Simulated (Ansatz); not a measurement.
# armchair BAs nanoribbon (N = 3, H edges): bands by functional and under strain, part 2 of 4

What gap, if any, does the armchair BAs nanoribbon (N = 3, H edges) have, and how does it change with the functional and under strain?

Ansatz 0.2.0; DFT PBE, plane waves, PAW; relaxation of a wire's period (the session's first sound run).

So far. Step 2 (The relaxed wire): The cell's length comes to 5.914 Å with spin left out.

## 3. Bands of the perfect wire

This step: DFT PBE, plane waves, PAW; channels and complex bands of a perfect wire (Ansatz 0.2.0).

At the relaxed period the Bloch states of the perfect wire are found at each energy: those that move forward count the open channels, and those that decay describe how a disturbance dies away inside the wire itself. An energy step of 0.035 eV is under the 0.039 eV that the program asks for its thermal average at 300 K.

The input, input.yaml:

```yaml
crystal:
  lattice:
    - [12.993, 0.0, 0.0]
    - [0.0, 7.0, 0.0]
    - [0.0, 0.0, 5.9140757994]
  atoms:
    - { symbol: B, position: [0.369814341, 0.5, 0.001954429] }
    - { symbol: B, position: [0.630177639, 0.5, 0.001954429] }
    - { symbol: As, position: [0.375766649, 0.5, 0.325962373] }
    - { symbol: As, position: [0.624225331, 0.5, 0.325962373] }
    - { symbol: H, position: [0.275960502, 0.5, 0.454242886] }
    - { symbol: H, position: [0.724031478, 0.5, 0.454242886] }
    - { symbol: B, position: [0.49999599, 0.5, 0.50665711] }
    - { symbol: As, position: [0.49999599, 0.5, 0.840919262] }
    - { symbol: H, position: [0.288748765, 0.5, 0.907147363] }
    - { symbol: H, position: [0.711243215, 0.5, 0.907147363] }
kpoints:
  mp_grid: { grid: [1, 1, 14] }
  band_path: { path: ["Γ", Z], npoints: 50 }
scf:
  occupations: { method: fermi_dirac, width: 0.05 }
hamiltonian:
  xc: pbe
output:
  transmission:
    e_range: [-2, 2]
    de: 0.035
    kmesh: [1, 1]
    reduced_basis: true
    leads: [[0, 0]]
  dos: { e_range: [-5, 4] }
  write_potential: true
  write_density: true
  volumetric_format: npy
  elf: true
```

Launch:

```sh
ansatz run input.yaml --threads 8 --pin off --max-ram 16384MiB --backend cpu --events-out ev --progress --plain --runs-dir out
```

Numbers of over 12 decimals in the logs are rounded to 6 here.

The program printed:

```text
[...]
Crystal: 10 atoms, lattice volume = 537.891 Å³
Basis set: ecut = 420 eV, 10559 PW (Γ)
Bands: 39, of which v1, the nominal top of the filled ones, is band 29 counted from 1 (28 counted from 0)
Symmetry: 4 space group operations
[...]
k-points: 8 of 14 (time reversal used)
[...]
SCF iter   1: F=—  HF=-15096.688539 eV  |F-HF|=—  |Δ(HF+E_count)|=         —  Δρ=1.42e-3  dr2=2.53e-2  ethr=1.77e-3  ⟨swp⟩=7.5  Hψ=1479  notcnv=0  defer=5
[...]
SCF iter   7: F=-15096.705963 eV  HF=-15096.705963 eV  |F-HF|=1.36e-7  |Δ(HF+E_count)|=   4.20e-6  Δρ=3.51e-6  dr2=7.89e-8  ethr=1.72e-10  ⟨swp⟩=12.1  Hψ=1430  notcnv=0
SCF 1 converged in 7 iterations: F = -15096.705963 eV  dr2 = 7.89e-8
[...]
NSCF: frozen V_eff on 51 k-points
transmission: 8 of 48 steps passed
transmission: 16 of 48 steps passed
[...]
transmission: 48 of 48 steps passed
WARN: The output density's exchange-correlation potential varies sharply where the density is thin. Do not read a vacuum level from v_tot or v_xc, or from such a field of the output density. On a cell that repeats whose density bears no net charge and no dipole along the vacuum's axis use v_es (v_loc + v_h of the components); under efield.dipole_correction with no amplitude use v_es + v_field, which holds any externa [...]
Second SCF, for the conductance: iteration 1, dr2 7.325e-8 eV
Second SCF, for the conductance: iteration 2, dr2 1.238e-8 eV
Second SCF, for the conductance: iteration 3, dr2 3.645e-9 eV
transmission: 8 of 48 steps passed
transmission: 16 of 48 steps passed
[...]
transmission: 48 of 48 steps passed
SCF converged after 7 iterations
Free energy (F): -15096.705963 eV
[...]
Internal energy: -15096.705963 eV  (E = F + TS)
E sigma→0 (E₀):  -15096.705963 eV
Entropy (-TS):   -0.000000 eV (-0.000 meV/atom)
Fermi energy:    -1.685778 eV
[...]
--- Band table (eV; the first three rows and the last of 8) ---
  k-point 0: bands = [... 25 lower, -4.8822, -4.7154, -3.3040, -2.3719, -1.0012, 0.3573, 0.9066, 1.5023, ... 6 higher]
  k-point 1: bands = [... 25 lower, -4.9043, -4.7364, -3.2982, -2.4913, -0.8712, 0.3279, 0.8956, 1.5173, ... 6 higher]
  k-point 2: bands = [... 25 lower, -4.9671, -4.8086, -3.2814, -2.7636, -0.5679, 0.2476, 0.8576, 1.5599, ... 6 higher]
  k-point 7: bands = [... 25 lower, -5.3811, -4.4683, -4.1405, -3.1751, -0.1780, 0.8465, 1.0363, 1.1517, ... 6 higher]
--- Transmission ---
  basis      : 793 plane waves across, 8 finite elements along
  points     : 1, standing for a mesh of 1 x 1
  filling    : by a second SCF (3 iterations) under fermi_dirac of width 0.025852 eV on a mesh of 1 x 1 x 27, whose Fermi level is -1.686074 eV
  energies   : 115 from -2.000000 to 1.990000 eV about the Fermi level, 0.035000 eV apart; the leads are filled to 0.000000 eV, and channels, transmission and decay are at -0.005000 eV
  crystal 0  : As3H4B3, at the sites [0, 0], period 5.9141 Å: whole cells are its period
    offset         : up to 0.0000 Å between an atom of the period and one for which it stands
    filled         : 0.2 meV over the level at which it is neutral
    channels       : 0.000000e0 a spin
    conductance    : 5.2375e2 S/m² at 300 K; may be off by some 0.4 % by where its bands' edges are placed, 0.0 % from the distance to neutral
    slowest decay  : 0.1195 /Å at (0.0000, 0.0000)
```

It took 32 s on 8 threads of AMD EPYC 9R45, shared host; peak memory 1.8 GiB; 3.2 min of CPU time.

The column dr2 measures how far the density is from self-consistency, as an energy; F and HF (Harris–Foulkes) agree once it is small.

This step gave:

| Item | Value |
| --- | --- |
| channels at the energy nearest the Fermi level, one spin | 0 |
| conductance of the lead as this run defines it | 6.15e-12 G₀ |
| slowest decay in the lead at the energy nearest the Fermi level | 0.1195 Å⁻¹ |
| band gap | 1.371 eV |

Open channels of the lead, one spin against energy, zero at the Fermi level:

| energy (eV) | open channels of the lead, one spin |
| --- | --- |
| -2.00 | 1 |
| -1.90 | 1 |
| -1.79 | 1 |
| -1.69 | 1 |
| -1.58 | 2 |
| -1.48 | 1 |
| -1.37 | 1 |
| -1.23 | 1 |
| -1.12 | 1 |
| -1.02 | 1 |
| -0.92 | 1 |
| -0.81 | 1 |
| -0.70 | 1 |
| -0.60 | 0 |
| -0.49 | 0 |
| -0.39 | 0 |
| -0.28 | 0 |
| -0.18 | 0 |
| -0.07 | 0 |
| -0.01 | 0 |
| 0.07 | 0 |
| 0.17 | 0 |
| 0.28 | 0 |
| 0.38 | 0 |
| 0.48 | 0 |
| 0.59 | 0 |
| 0.69 | 1 |
| 0.80 | 1 |
| 0.91 | 1 |
| 1.01 | 1 |
| 1.11 | 1 |
| 1.22 | 1 |
| 1.36 | 1 |
| 1.47 | 1 |
| 1.57 | 2 |
| 1.68 | 2 |
| 1.78 | 2 |
| 1.89 | 2 |
| 1.99 | 2 |

The slowest values at each energy, most degenerate partners merged, listed up to 1.5 1/Å. Im kz of the slowest decaying states against energy, zero at the Fermi level:

| energy (eV) | decay 1 (Å⁻¹) | decay 2 (Å⁻¹) | decay 3 (Å⁻¹) | decay 4 (Å⁻¹) |
| --- | --- | --- | --- | --- |
| -2.000 | 0.334 | 0.338 | 0.423 | 0.493 |
| -1.790 | 0.344 | 0.345 | 0.360 | 0.442 |
| -1.615 | 0.349 | 0.351 | 0.454 | 1.11 |
| -1.405 | 0.234 | 0.352 | 0.358 | 0.466 |
| -1.195 | 0.354 | 0.362 | 0.364 | 0.476 |
| -0.985 | 0.355 | 0.365 | 0.416 | 0.483 |
| -0.810 | 0.354 | 0.366 | 0.438 | 0.487 |
| -0.600 | 0.0592 | 0.353 | 0.366 | 0.452 |
| -0.390 | 0.0996 | 0.350 | 0.365 | 0.455 |
| -0.215 | 0.114 | 0.346 | 0.363 | 0.452 |
| -0.005 | 0.119 | 0.341 | 0.359 | 0.443 |
| 0.205 | 0.113 | 0.335 | 0.354 | 0.427 |
| 0.415 | 0.0941 | 0.327 | 0.348 | 0.406 |
| 0.590 | 0.0598 | 0.320 | 0.341 | 0.384 |
| 0.800 | 0.310 | 0.332 | 0.350 | 0.476 |
| 1.010 | 0.298 | 0.305 | 0.321 | 0.469 |
| 1.185 | 0.254 | 0.286 | 0.310 | 0.462 |
| 1.395 | 0.157 | 0.271 | 0.295 | 0.452 |
| 1.605 | 0.253 | 0.277 | 0.440 | 0.601 |
| 1.815 | 0.232 | 0.253 | 0.428 | 0.550 |

Electronic bands along the path, in eV, zero at the Fermi level:

| point | band 26 | band 27 | band 28 | band 29 | band 30 | band 31 | band 32 | band 33 |
| --- | --- | --- | --- | --- | --- | --- | --- | --- |
| Γ | -3.20 | -3.03 | -1.62 | -0.69 | 0.68 | 2.04 | 2.59 | 3.19 |
| halfway | -3.37 | -3.31 | -1.56 | -1.56 | 1.69 | 1.76 | 2.47 | 3.35 |
| Z | -3.70 | -2.78 | -2.45 | -1.49 | 1.51 | 2.53 | 2.72 | 2.84 |

Electrostatic potential energy in the ca plane at fractional y = 0.500, with atoms of B and As and H within 0.2 Å of it. With pseudopotentials it is smooth inside the atoms' cores, unlike the true potential.

Ten even steps from '0' (-44 eV) to '9' (2 eV), each cell a mean:
```
9999999999999999
9999999999999999
9999999999999999
9999999999999999
9999999999999999
9999998789999999
9999885059999824
4787565689999854
0165898589999950
1475797589998862
7888666557876656
7999986001658995
7999886213766885
6787565678987666
0265898589999860
0375787589999961
7888665479999834
9999996169999856
9999999899999999
9999999999999999
9999999999999999
9999999999999999
9999999999999999
9999999999999999
```
Columns run along c (5.9 Å; values clipped at the 3rd and 97th percentile), rows up along a (13.0 Å). Atoms in or near the plane, at fractional coordinates: B at (0.00, 0.37), B at (0.00, 0.63), As at (0.33, 0.38), As at (0.33, 0.62), H at (0.45, 0.28), H at (0.45, 0.72), B at (0.51, 0.50), As at (0.84, 0.50), H at (0.91, 0.29), H at (0.91, 0.71).

ELF in the ca plane at fractional y = 0.500, with atoms of B and As and H within 0.2 Å of it. It is the smooth field of the valence electrons, not physical close to the nuclei.

Ten even steps from '0' (0.00 × 1e-1) to '9' (9.99 × 1e-1), each cell a mean:
```
0000000000000000
0000000000000000
0000000000000000
1000013541000143
5000048994001798
8300279998105999
9422379998107999
7565457885005999
0586312541002563
3576324653113676
6433467865655567
4200246305873125
5211257525864236
7555457874444678
1586312542002563
2576324652003686
8544468997106999
9411389998106999
7200169997003999
3000037873000577
0000002320000021
0000000000000000
0000000000000000
0000000000000000
```
Columns run along c (5.9 Å), rows up along a (13.0 Å). Atoms in or near the plane, at fractional coordinates: B at (0.00, 0.37), B at (0.00, 0.63), As at (0.33, 0.38), As at (0.33, 0.62), H at (0.45, 0.28), H at (0.45, 0.72), B at (0.51, 0.50), As at (0.84, 0.50), H at (0.91, 0.29), H at (0.91, 0.71).

Valence density in the ca plane at fractional y = 0.500, with atoms of B and As and H within 0.2 Å of it. It is the smooth field of the valence electrons, not physical close to the nuclei.

Ten steps, logarithmic in the rise over the least value, from '_' (0 e/Å³) to '@' (21 e/Å³), each cell a mean:
```
________________________________
________________________________
________________________________
________________________________
________________________________
____________..::..__________....
::..____..::--==::..______::----
--::::::==++==--::________::--==
::----==%%@@%%==..________..::--
------==##%%##--::..____..::----
::......::------::::::::--++==--
::..____..::::--::----==##@@@@++
::..____..::----::------**%%##==
::::::::==++==--::......::------
::----==%%@@%%==::..____....::--
------==##%%##--..________..----
--::....::------::..______::====
..________..::--::________..--::
______________..________________
________________________________
________________________________
________________________________
________________________________
________________________________
```
Columns run along c (5.9 Å), rows up along a (13.0 Å). Atoms in or near the plane, at fractional coordinates: B at (0.00, 0.37), B at (0.00, 0.63), As at (0.33, 0.38), As at (0.33, 0.62), H at (0.45, 0.28), H at (0.45, 0.72), B at (0.51, 0.50), As at (0.84, 0.50), H at (0.91, 0.29), H at (0.91, 0.71).

By hand: a barrier of this wire, of length L, would pass T ∝ exp(−2κL) at this energy; with κ = 0.119 Å⁻¹ one decade takes ln 10 / (2κ) = 9.63 Å.

At the computed energy nearest the Fermi level there are 0 channels a spin, and the thermal average gives 6.1e-12 G₀; the gap is 1.37 eV.

## 4. Levels at the same atoms, level LDA, cutoff 420 eV

This step: DFT LDA, plane waves, PAW; bands of a perfect wire at the PBE geometry (Ansatz 0.2.0).

The atoms stay at the PBE geometry and the functional changes. At fixed atoms LDA and the gradient-corrected functionals usually give like bands; this run checks that. Against the first PBE run of this kind, the mesh along the wire has 11 points against 14.

Edit input.yaml of step 3 so:

```diff
@@ -17,3 +17,3 @@
 kpoints:
-  mp_grid: { grid: [1, 1, 14] }
+  mp_grid: { grid: [1, 1, 11] }
   band_path: { path: ["Γ", Z], npoints: 50 }
@@ -22,14 +22,2 @@
 hamiltonian:
-  xc: pbe
-output:
-  transmission:
-    e_range: [-2, 2]
-    de: 0.035
-    kmesh: [1, 1]
-    reduced_basis: true
-    leads: [[0, 0]]
-  dos: { e_range: [-5, 4] }
-  write_potential: true
-  write_density: true
-  volumetric_format: npy
-  elf: true
+  xc: lda
```

The program printed:

```text
[...]
Crystal: 10 atoms, lattice volume = 537.891 Å³
Basis set: ecut = 420 eV, 10559 PW (Γ)
Bands: 39, of which v1, the nominal top of the filled ones, is band 29 counted from 1 (28 counted from 0)
Symmetry: 4 space group operations
[...]
k-points: 6 of 11 (time reversal used)
[...]
SCF iter   1: F=—  HF=-14828.608251 eV  |F-HF|=—  |Δ(HF+E_count)|=         —  Δρ=4.53e-3  dr2=1.37e-1  ethr=1.77e-3  ⟨swp⟩=7.5  Hψ=1105  notcnv=0  defer=2
[...]
SCF iter   8: F=-14828.586522 eV  HF=-14828.586522 eV  |F-HF|=5.11e-8  |Δ(HF+E_count)|=   3.17e-7  Δρ=1.91e-6  dr2=2.74e-8  ethr=1.72e-10  ⟨swp⟩=12.7  Hψ=902  notcnv=0
SCF 1 converged in 8 iterations: F = -14828.586522 eV  dr2 = 2.74e-8
[...]
SCF converged after 8 iterations
Free energy (F): -14828.586522 eV
[...]
Internal energy: -14828.586521 eV  (E = F + TS)
E sigma→0 (E₀):  -14828.586522 eV
Entropy (-TS):   -0.000000 eV (-0.000 meV/atom)
Fermi energy:    -1.884174 eV
[...]
--- Band table (eV; the first three rows and the last of 6) ---
  k-point 0: bands = [... 25 lower, -4.9834, -4.8913, -3.5017, -2.5592, -1.2098, 0.1335, 0.7596, 1.4255, ... 6 higher]
  k-point 1: bands = [... 25 lower, -5.0214, -4.9219, -3.4919, -2.7452, -1.0077, 0.0850, 0.7358, 1.4523, ... 6 higher]
  k-point 2: bands = [... 25 lower, -5.1258, -5.0387, -3.4648, -3.1282, -0.5777, -0.0403, 0.6586, 1.5087, ... 6 higher]
  k-point 5: bands = [... 25 lower, -5.5438, -4.7212, -4.2649, -3.3700, -0.4089, 0.6571, 0.8180, 0.8404, ... 6 higher]
```

It took 2.5 s on 8 threads; peak memory 1.6 GiB; 19 s of CPU time.

This step gave:

```yaml
band_gap: 1.349 eV
```

The electronic bands at the labelled points (eV, zero at the Fermi level):

| point | band 26 | band 27 | band 28 | band 29 | band 30 | band 31 | band 32 | band 33 |
| --- | --- | --- | --- | --- | --- | --- | --- | --- |
| Γ | -3.10 | -3.01 | -1.62 | -0.68 | 0.67 | 2.02 | 2.64 | 3.31 |
| halfway | -3.33 | -3.31 | -1.56 | -1.55 | 1.67 | 1.73 | 2.48 | 3.42 |
| Z | -3.68 | -2.78 | -2.45 | -1.48 | 1.47 | 2.55 | 2.67 | 2.82 |

The gap is 1.35 eV, against 1.37 eV under PBE at the relaxed period.

## 5. Another level of theory, level PBEsol, cutoff 420 eV

This step: DFT PBEsol, plane waves, PAW; bands of a perfect wire at the PBE geometry (Ansatz 0.2.0).

The atoms stay at the PBE geometry and the functional changes. At fixed atoms LDA and the gradient-corrected functionals usually give like bands; this run checks that. Against the first PBE run of this kind, the mesh along the wire has 11 points against 14.

Edit input.yaml of step 4 so:

```diff
@@ -22,2 +22,2 @@
 hamiltonian:
-  xc: lda
+  xc: pbesol
```

The program printed:

```text
[...]
Crystal: 10 atoms, lattice volume = 537.891 Å³
Basis set: ecut = 420 eV, 10559 PW (Γ)
Bands: 39, of which v1, the nominal top of the filled ones, is band 29 counted from 1 (28 counted from 0)
Symmetry: 4 space group operations
[...]
k-points: 6 of 11 (time reversal used)
[...]
--- Band table (eV; the first three rows and the last of 6) ---
  k-point 0: bands = [... 25 lower, -4.8542, -4.7278, -3.3414, -2.4061, -1.0390, 0.3172, 0.9185, 1.5779, ... 6 higher]
  k-point 1: bands = [... 25 lower, -4.8912, -4.7607, -3.3319, -2.5914, -0.8368, 0.2700, 0.8979, 1.6008, ... 6 higher]
  k-point 2: bands = [... 25 lower, -4.9923, -4.8830, -3.3057, -2.9739, -0.4047, 0.1481, 0.8275, 1.6488, ... 6 higher]
  k-point 5: bands = [... 25 lower, -5.3867, -4.5682, -4.1103, -3.2140, -0.2117, 0.8203, 1.0218, 1.0243, ... 6 higher]
[key lines of the parts left out:]
SCF converged after 8 iterations
Free energy (F): -14956.016938 eV
Fermi energy:    -1.722241 eV
```

Wall time 2.5 s (8 threads); peak memory 1.6 GiB.

The gap is 1.37 eV, against 1.37 eV under PBE at the relaxed period.

## 6. Levels at the same atoms, level r2SCAN, cutoff 500 eV

This step: DFT r2SCAN, plane waves, PAW; bands of a perfect wire at the PBE geometry (Ansatz 0.2.0).

The atoms stay at the PBE geometry and the functional changes. r2SCAN also reads the kinetic-energy density; it often gives larger moments and wider gaps than PBE, at a higher cost. Against the first PBE run of this kind, the cutoff is 500 eV against 420 and the mesh along the wire has 11 points against 14.

Edit input.yaml of step 5 so:

```diff
@@ -22,2 +22,2 @@
 hamiltonian:
-  xc: pbesol
+  xc: r2scan
```

The program printed:

```text
[...]
Crystal: 10 atoms, lattice volume = 537.891 Å³
Basis set: ecut = 500 eV, 13615 PW (Γ), exchange–correlation on 384×216×180 points (64 copies of the dense FFT grid, shifted against one another)
Bands: 39, of which v1, the nominal top of the filled ones, is band 29 counted from 1 (28 counted from 0)
Symmetry: 4 space group operations
[...]
k-points: 6 of 11 (time reversal used)
[...]
--- Band table (eV; the first three rows and the last of 6) ---
  k-point 0: bands = [... 25 lower, -5.1834, -4.9713, -3.5017, -2.5453, -0.9331, 0.4972, 1.2938, 1.9627, ... 6 higher]
  k-point 1: bands = [... 25 lower, -5.2200, -5.0112, -3.4922, -2.7283, -0.7300, 0.4482, 1.2604, 1.9823, ... 6 higher]
  k-point 2: bands = [... 25 lower, -5.3200, -5.1513, -3.4663, -3.1189, -0.2809, 0.3219, 1.1569, 2.0189, ... 6 higher]
  k-point 5: bands = [... 25 lower, -5.6766, -4.7911, -4.3102, -3.3764, -0.0499, 1.0885, 1.2489, 1.3139, ... 6 higher]
[key lines of the parts left out:]
SCF converged after 8 iterations
Free energy (F): -15124.386901 eV
Fermi energy:    -1.738785 eV
```

Elapsed: 5 s, on 8 threads; peak memory 2.6 GiB.

The electronic bands at the labelled points (eV, zero at the Fermi level):

```csv
point,band 26,band 27,band 28,band 29,band 30,band 31,band 32,band 33
Γ,-3.44,-3.23,-1.76,-0.81,0.81,2.24,3.03,3.70
halfway,-3.61,-3.55,-1.71,-1.70,1.85,1.94,2.82,3.80
Z,-3.95,-2.99,-2.65,-1.63,1.68,2.83,3.02,3.09
```

The gap is 1.61 eV, against 1.37 eV under PBE at the relaxed period.

## 7. Levels at the same atoms, level HSE06, cutoff 420 eV

This step: DFT HSE06, plane waves, PAW; levels of a perfect wire at the PBE geometry (Ansatz 0.2.0).

The atoms stay at the PBE geometry and the functional changes. HSE06 mixes in a quarter of short-range exact exchange, which removes part of the self-interaction that closes gaps; it is dear, so the mesh is thinner and no path is run. Against the first PBE run of this kind, the mesh along the wire has 6 points against 14.

Edit input.yaml of step 6 so:

```diff
@@ -17,4 +17,3 @@
 kpoints:
-  mp_grid: { grid: [1, 1, 11] }
-  band_path: { path: ["Γ", Z], npoints: 50 }
+  mp_grid: { grid: [1, 1, 6] }
 scf:
@@ -22,2 +21,2 @@
 hamiltonian:
-  xc: r2scan
+  xc: hse06
```

The program printed:

```text
exact exchange: scf.exx.singularity resolves to wigner_seitz, which cuts the screened interaction at the faces of the exchange supercell's Wigner-Seitz cell, so that each pair interacts once, at the shortest of its separations (the periodic images that this leaves out come, for a point-like exchange hole, to about 0.041 eV on a filled level). The cut falls within the interaction's reach, and what an exchange supercel [...]
[...]
Crystal: 10 atoms, lattice volume = 537.891 Å³
[...]
E sigma→0 (E₀):  -15100.627183 eV
Fermi energy:    -1.740374 eV
[...]
--- Band table (eV) ---
  k-point 0: bands = [... 25 lower, -5.6837, -5.4178, -3.7530, -2.6931, -0.7876]
  k-point 1: bands = [... 25 lower, -5.8013, -5.5741, -3.7224, -3.2318, -0.1896]
  k-point 2: bands = [... 25 lower, -6.0444, -5.5037, -4.0920, -3.6579, 0.2919]
  k-point 3: bands = [... 25 lower, -6.1541, -5.1034, -4.6869, -3.6237, 0.1513]
  guard bands above this table: 9 of the run's 39 bands. The solve was not asked for them (output.publish_guard_bands: true or output.eigenvalues: true publishes all)
[key lines of the parts left out:]
Free energy (F): -15100.627183 eV
```

Run time: 10 s. Hardware: 8 threads; peak memory 4.9 GiB; 74 s of CPU time.

The gap is 1.91 eV, against 1.37 eV under PBE at the relaxed period.

## 8. The series together

Times are for 8 threads of AMD EPYC 9R45, shared host. The runs compared:

```
no.   level  band gap (eV)   time  memory (GiB)
  1     LDA          1.349  2.5 s           1.6
  2  PBEsol          1.367  2.5 s           1.6
  3  r2SCAN          1.612    5 s           2.6
  4   HSE06          1.905   10 s           4.9
```

(Part 2 of 4 ends here.)

[Logs are printed without paths, hosts, clocks, repeated set-up lines and the standing remarks that a program may print on its own settings, such as how far it seeks lower states.]

[Hosts, paths, dates, database ids (printed as entryN), source tags and the programs' standing remarks are cut or masked in the printed files.]
